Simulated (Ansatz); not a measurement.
# NMR shift of metallic Osmium from a Zeeman field

Aim: the contact shift that conduction electrons give to the nuclei of Osmium, and how far it is converged.

Program: Ansatz 0.2.0. Level of theory: DFT, PBE, plane-wave PAW, default files (PAW set soft_2), collinear spin, scalar-relativistic. Results are calculated unless marked as measured.

## (1) Starting point

Symmetry: P6_3/mmc, No. 194, hexagonal system. Conventional cell: a = 2.734 Å, b = 2.734 Å, c = 4.320 Å, α = 90.00°, β = 90.00°, γ = 120.00°. Os has 12 Os at 2.68 to 2.73 Å nearest.

The cell is an entry of the Crystallography Open Database; it need not be the form that is stable at ambient conditions.

## (2) Applying a field to the spins

A field acting on the spins alone polarises the electrons at the Fermi level, and through exchange the cores. The spin density that this leaves at a nucleus gives the contact field (2μ₀/3) μB ρ_s, and its ratio to B is the isotropic contact shift K; the spin-dipolar anisotropy is not included. The field, 200 T, is far above laboratory fields so that the moment stands clear of numerical noise; it splits the spins by 23 meV, against a smearing of 50 meV. The net moment comes from states near the Fermi level, so the mesh must be dense.

input.yaml

```yaml
crystal:
  lattice:
    - [2.7341, 0.0, 0.0]
    - [-1.36705, 2.3678000565, 0.0]
    - [0.0, 0.0, 4.3197]
  atoms:
    - { symbol: Os, position: [0.6666666667, 0.3333333333, 0.75] }
    - { symbol: Os, position: [0.3333333333, 0.6666666667, 0.25] }
kpoints:
  mp_grid: { grid: [23, 23, 13] }
scf:
  lower_state_search: "off"
  occupations: { method: fermi_dirac, width: 0.05 }
  convergence: { dr2_threshold: 1.0e-10 }
hamiltonian:
  xc: pbe
output:
  efg: { contact_densities: true, quadrupole_moments_barn: { Os: 0.856 } }
  forces: true
  dos: { de: 0.02 }
  write_density: true
  write_potential: true
  elf: true
  volumetric_format: npy
magnetization:
  spin_polarized: true
  magnetic_field: 200
```

On the command line:

```bash
$ ansatz run input.yaml --threads 2 --pin off --max-ram 4096MiB --backend cpu --events-out ev --progress --plain --runs-dir out
```

Numbers of over 12 decimals in the logs are rounded to 6 here.

The log of the run:

```text
[a pick of lines, long numbers rounded; other set-up, energy and force rows are left out]
Functional definition: PBE
Basis set: ecut = 420 eV, 537 PW (Γ), exchange–correlation on 40×40×60 points (8 copies of the dense FFT grid, shifted against one another)
Symmetry: 24 space group operations
k-points: 392 of 6877
SCF iter   1: F=—  HF=-22767.746109 eV  |F-HF|=—  |Δ(HF+E_count)|=         —  Δρ=6.82e-2 (↑3.87e-2 ↓6.82e-2)  dr2=6.31e-1  dr2_m=6.19e-1  M=2.004 μB ∫|m|=2.004 μB  ethr=2.71e-3  ⟨swp⟩=1.2  Hψ=103636  notcnv=0
SCF iter   2: F=—  HF=-22769.131013 eV  |F-HF|=—  |Δ(HF+E_count)|=         —  Δρ=6.18e-2 (↑6.18e-2 ↓3.17e-2)  dr2=8.58e-1  dr2_m=3.91e-1  M=0.376 μB ∫|m|=0.389 μB  β_m=0.30  ethr=1.97e-3  ⟨swp⟩=1.0  Hψ=18846  notcnv=0
preconditioner: auto → none  [metal: Δε(μ)=0.011 eV  Ē_g=12.092 eV  σ=0.050 eV  W_gap=0.06  n_scr=8 (ndim 8)  ℏωp=28.1 eV  f_vac=0.000  D(μ)=1.34/eV (n_scr^D=10)  sad-step TF]
SCF iter   3: F=—  HF=-22769.079989 eV  |F-HF|=—  |Δ(HF+E_count)|=   5.10e-2  Δρ=4.59e-2 (↑4.59e-2 ↓2.41e-2)  dr2=4.27e-1  dr2_m=2.27e-1  M=0.281 μB ∫|m|=0.292 μB  β_m=0.30  ethr=1.97e-3  ⟨swp⟩=2.0  Hψ=23508  notcnv=0
SCF iter   4: F=—  HF=-22769.003119 eV  |F-HF|=—  |Δ(HF+E_count)|=   7.69e-2  Δρ=2.26e-2 (↑2.24e-2 ↓2.26e-2)  dr2=4.39e-3  dr2_m=1.27e-1  M=0.217 μB ∫|m|=0.227 μB  β_m=0.30  ethr=1.34e-3  ⟨swp⟩=2.2  Hψ=32624  notcnv=0  defer=120
SCF iter   5: F=—  HF=-22769.038370 eV  |F-HF|=—  |Δ(HF+E_count)|=   3.53e-2  Δρ=1.72e-2 (↑1.72e-2 ↓1.72e-2)  dr2=1.31e-3  dr2_m=7.48e-2  M=0.161 μB ∫|m|=0.170 μB  β_m=0.30  ethr=1.37e-5  ⟨swp⟩=1.6  Hψ=29113  notcnv=0  defer=137
SCF iter   6: F=—  HF=-22769.059411 eV  |F-HF|=—  |Δ(HF+E_count)|=   2.10e-2  Δρ=1.31e-2 (↑1.30e-2 ↓1.31e-2)  dr2=1.67e-5  dr2_m=4.35e-2  M=0.121 μB ∫|m|=0.130 μB  β_m=0.30  ethr=4.08e-6  ⟨swp⟩=2.4  Hψ=26924  notcnv=0  defer=137
SCF iter   7: F=—  HF=-22769.071183 eV  |F-HF|=—  |Δ(HF+E_count)|=   1.18e-2  Δρ=9.91e-3 (↑9.91e-3 ↓9.90e-3)  dr2=4.33e-6  dr2_m=2.52e-2  M=0.093 μB ∫|m|=0.101 μB  β_m=0.30  ethr=5.23e-8  ⟨swp⟩=2.1  Hψ=30063  notcnv=0  defer=137
SCF iter   8: F=—  HF=-22769.077989 eV  |F-HF|=—  |Δ(HF+E_count)|=   6.81e-3  Δρ=7.51e-3 (↑7.51e-3 ↓7.51e-3)  dr2=1.55e-7  dr2_m=1.45e-2  M=0.072 μB ∫|m|=0.079 μB  β_m=0.30  ethr=1.35e-8  ⟨swp⟩=2.7  Hψ=32750  notcnv=0  defer=137
SCF iter   9: F=—  HF=-22769.081904 eV  |F-HF|=—  |Δ(HF+E_count)|=   3.91e-3  Δρ=5.69e-3 (↑5.69e-3 ↓5.68e-3)  dr2=8.70e-8  dr2_m=8.29e-3  M=0.058 μB ∫|m|=0.063 μB  β_m=0.65  ethr=4.86e-10  ⟨swp⟩=3.1  Hψ=42752  notcnv=0  defer=137
SCF iter  10: F=—  HF=-22769.087205 eV  |F-HF|=—  |Δ(HF+E_count)|=         —  Δρ=2.84e-4 (↑2.84e-4 ↓2.69e-4)  dr2=1.74e-7  dr2_m=1.96e-5  M=0.011 μB ∫|m|=0.011 μB  β_m=0.65  ethr=2.72e-10  ⟨swp⟩=6.7  Hψ=88121  notcnv=0  defer=1590
SCF iter  11: F=—  HF=-22769.087214 eV  |F-HF|=—  |Δ(HF+E_count)|=   8.92e-6  Δρ=1.30e-4 (↑1.25e-4 ↓1.30e-4)  dr2=1.58e-8  dr2_m=4.18e-6  M=0.012 μB ∫|m|=0.012 μB  β_m=0.82  ethr=2.72e-10  ⟨swp⟩=2.0  Hψ=37041  notcnv=0  defer=1589
SCF iter  12: F=—  HF=-22769.087216 eV  |F-HF|=—  |Δ(HF+E_count)|=   2.68e-6  Δρ=1.51e-5 (↑1.51e-5 ↓9.02e-6)  dr2=1.37e-7  dr2_m=7.52e-9  M=0.013 μB ∫|m|=0.013 μB  β_m=0.68  ethr=4.95e-11  ⟨swp⟩=2.6  Hψ=33232  notcnv=0  defer=1589
SCF iter  13: F=—  HF=-22769.087216 eV  |F-HF|=—  |Δ(HF+E_count)|=   5.14e-8  Δρ=3.32e-6 (↑3.27e-6 ↓3.32e-6)  dr2=8.68e-11  dr2_m=2.76e-9  M=0.013 μB ∫|m|=0.013 μB  β_m=0.84  ethr=4.95e-11  ⟨swp⟩=2.0  Hψ=29804  notcnv=0  defer=1589
SCF iter  14: F=-22769.087216 eV  HF=-22769.087216 eV  |F-HF|=2.91e-11  |Δ(HF+E_count)|=   5.78e-9  Δρ=2.96e-7 (↑2.94e-7 ↓2.96e-7)  dr2=6.04e-13  dr2_m=2.21e-11  M=0.013 μB ∫|m|=0.013 μB  β_m=0.92  ethr=1.00e-12  ⟨swp⟩=9.1  Hψ=90356  notcnv=0
SCF iter  15: F=-22769.087216 eV  HF=-22769.087216 eV  |F-HF|=7.28e-12  |Δ(HF+E_count)|=  4.37e-11  Δρ=3.19e-8 (↑3.19e-8 ↓3.16e-8)  dr2=9.98e-14  dr2_m=2.24e-13  M=0.013 μB ∫|m|=0.013 μB  β_m=0.96  ethr=1.00e-12  ⟨swp⟩=3.7  Hψ=69749  notcnv=0
SCF iter  16: F=-22769.087216 eV  HF=-22769.087216 eV  |F-HF|=3.64e-12  |Δ(HF+E_count)|=  7.28e-12  Δρ=8.74e-9 (↑8.74e-9 ↓8.48e-9)  dr2=5.26e-14  dr2_m=9.98e-16  M=0.013 μB ∫|m|=0.013 μB  ethr=1.00e-12  ⟨swp⟩=3.0  Hψ=57546  notcnv=0
SCF converged after 16 iterations
Magnetization: 0.0133 μB (16.0067 up, 15.9933 down)
Absolute magnetization: 0.0133 μB (∫|ρ↑−ρ↓|, with the PAW one-centre terms)
Per-site moments (μB) at R_I (Å): [(0.0057408, 1.103522), (0.0057408, 1.103522)]
Free energy (F): -22769.087216 eV
Fermi energy:    26.061365 eV
--- Forces (eV/Å), atoms counted from 1 ---
--- PAW observables at the nuclei: V_zz in 10²¹ V/m², potentials from the cell's mean, atoms counted from 1 ---
  atom   1  Os V_zz =    -6.000732   η = 0.0000   by run symmetry: allowed   C_q = -124.2031 MHz
            electrostatic potential = -15470.067712 V   contact ρ = 10311556.681825 e/Å³   contact ρ_s (e/Å³): all electrons -0.031487, valence -0.016939
  atom   2  Os V_zz =    -6.000732   η = 0.0000   by run symmetry: allowed   C_q = -124.2031 MHz
            electrostatic potential = -15470.067712 V   contact ρ = 10311556.681825 e/Å³   contact ρ_s (e/Å³): all electrons -0.031487, valence -0.016939
--- Band table (eV; the first three rows and the last of 784) ---
  k-point 0 ↑: bands = ["-60.5856", "-60.4687", "-20.6063", "-19.6680", "-19.6680", "-19.4894", "-19.4894", "-19.4337", "15.0619", "18.2076", "22.9543", "22.9543", "23.2135", "23.7990", "23.7990", "24.4550", "24.4550", "26.0320", "27.7151", "27.7151", "35.0466", "39.3171", "41.7437", "43.0062"]
  k-point 1 ↑: bands = ["-60.5839", "-60.4704", "-20.5903", "-19.6655", "-19.6655", "-19.4920", "-19.4920", "-19.4519", "15.1367", "18.2183", "22.9036", "22.9036", "23.1694", "23.7490", "23.7490", "24.5725", "24.5725", "25.7795", "27.7269", "27.7269", "35.3924", "39.1337", "42.1097", "42.7380"]
  k-point 2 ↑: bands = ["-60.5789", "-60.4755", "-20.5429", "-19.6579", "-19.6579", "-19.5051", "-19.4997", "-19.4997", "15.3571", "18.2430", "22.7953", "22.7953", "23.0447", "23.6118", "23.6118", "24.8775", "24.8775", "25.1349", "27.7452", "27.7452", "36.3224", "38.8055", "42.0944", "42.9611"]
  k-point 391 ↓: bands = ["-60.4360", "-60.4353", "-20.3440", "-20.3395", "-20.0883", "-20.0442", "-19.6211", "-19.6156", "20.1072", "20.1713", "21.0050", "21.2132", "22.5905", "22.6038", "24.5805", "24.8349", "27.6775", "27.7404", "33.9380", "34.1823", "35.4356", "35.7492", "37.2244", "37.8631"]
```

Elapsed: 2.1 min, on 2 threads of Arm Neoverse N1, shared host; peak memory 0.63 GiB; 1.8 min of CPU time.

The moment is 0.0133 μB a cell, a spin susceptibility of 18.6 × 10⁻⁶ emu per mole of atoms. With 7.769 T for 1 e/Å³:

| site | nucleus | contact shift (ppm) | from valence states | rest (mostly cores) |
| --- | --- | --- | --- | --- |
| Os | 189Os | -1220 | -658 | -565 |

The split depends on the files: semicore shells that they treat as valence count in the first part.

## (3) Is the response linear?

The shift is a ratio that holds only while the moment grows in step with the field, so the field is doubled.

Edit input.yaml of step 2 so:

```diff
@@ -19,9 +19,4 @@
   forces: true
-  dos: { de: 0.02 }
-  write_density: true
-  write_potential: true
-  elf: true
-  volumetric_format: npy
 magnetization:
   spin_polarized: true
-  magnetic_field: 200
+  magnetic_field: 400
```

The log of the run:

```text
[a pick of lines, long numbers rounded; other set-up, energy and force rows are left out]
[...]
Basis set: ecut = 420 eV, 537 PW (Γ), exchange–correlation on 40×40×60 points (8 copies of the dense FFT grid, shifted against one another)
[... 1 set-up line as in the run before ...]
k-points: 392 of 6877
[...]
SCF converged after 17 iterations
Magnetization: 0.0267 μB (16.0133 up, 15.9867 down)
Absolute magnetization: 0.0267 μB (∫|ρ↑−ρ↓|, with the PAW one-centre terms)
Per-site moments (μB) at R_I (Å): [(0.011516, 1.103522), (0.011516, 1.103522)]
Free energy (F): -22769.087448 eV
Fermi energy:    26.060942 eV
--- Forces (eV/Å), atoms counted from 1 ---
[...]
atom   1  Os V_zz =    -6.001661   η = 0.0000   by run symmetry: allowed   C_q = -124.2223 MHz
[...]
atom   2  Os V_zz =    -6.001661   η = 0.0000   by run symmetry: allowed   C_q = -124.2223 MHz
[...]
```

Wall time 99 s (2 threads); peak memory 0.64 GiB.

The moment goes from 0.0133 to 0.0267 μB, a factor of 2.01, and the shift of Os from -1220 to -1230 ppm. The response is linear on all sites, to 3 % of the larger of shift and valence part or 3 ppm; the largest move is -4 ppm, on Os.

## (4) Other settings

Each row names what differs in the settings from the first run, the PAW files staying the same unless named (PBE, default files (PAW set soft_2), mesh 23×23×13, fermi dirac smearing of 0.05 eV, cutoff 420 eV, 200 T). Shifts in ppm; times on 2 threads of Arm Neoverse N1, shared host.

| run | time | χ_s (10⁻⁶ emu/mol) | Os |
| --- | --- | --- | --- |
| first run | 2.1 min | 18.6 | -1220 |
| mesh 16×16×9 | 43 s | 18.5 | -1350 |
| mesh 28×28×16 | 3 min | 27.6 | -2150 |
| mesh 8×8×5 | 14 s | 16.1 | -1260 |
| JTH files, cutoff 600 eV | 90 s | 18.8 | -1340 |

## (5) What came out

```yaml
189os_contact_shift: -1220 ppm
spin_susceptibility: 18.6 × 10⁻⁶ emu per mole of atoms
```

The spin part of the Knight shift is -1220 ppm on Os in the first run. The finer mesh 28×28×16 changes the shift of Os by -928 ppm; at least one site moves by over 5 %, so the first run is not converged in the mesh. Other files change the shift of Os by -119 ppm (JTH files, with their own cutoff). Over the rows of this table on the first cell the shift spans -2150 to -1220 ppm on Os. 2 further runs of this session (failed, refused or on trial settings) are not shown. The orbital shift is left out; on d- and f-block metals such as Os it can be large. Spin-orbit coupling is missing.

[Logs are printed without paths, hosts, clocks, repeated set-up lines and the standing remarks that a program may print on its own settings, such as how far it seeks lower states.]

[Hosts, paths, dates, database ids (printed as entryN), source tags and the programs' standing remarks are cut or masked in the printed files.]
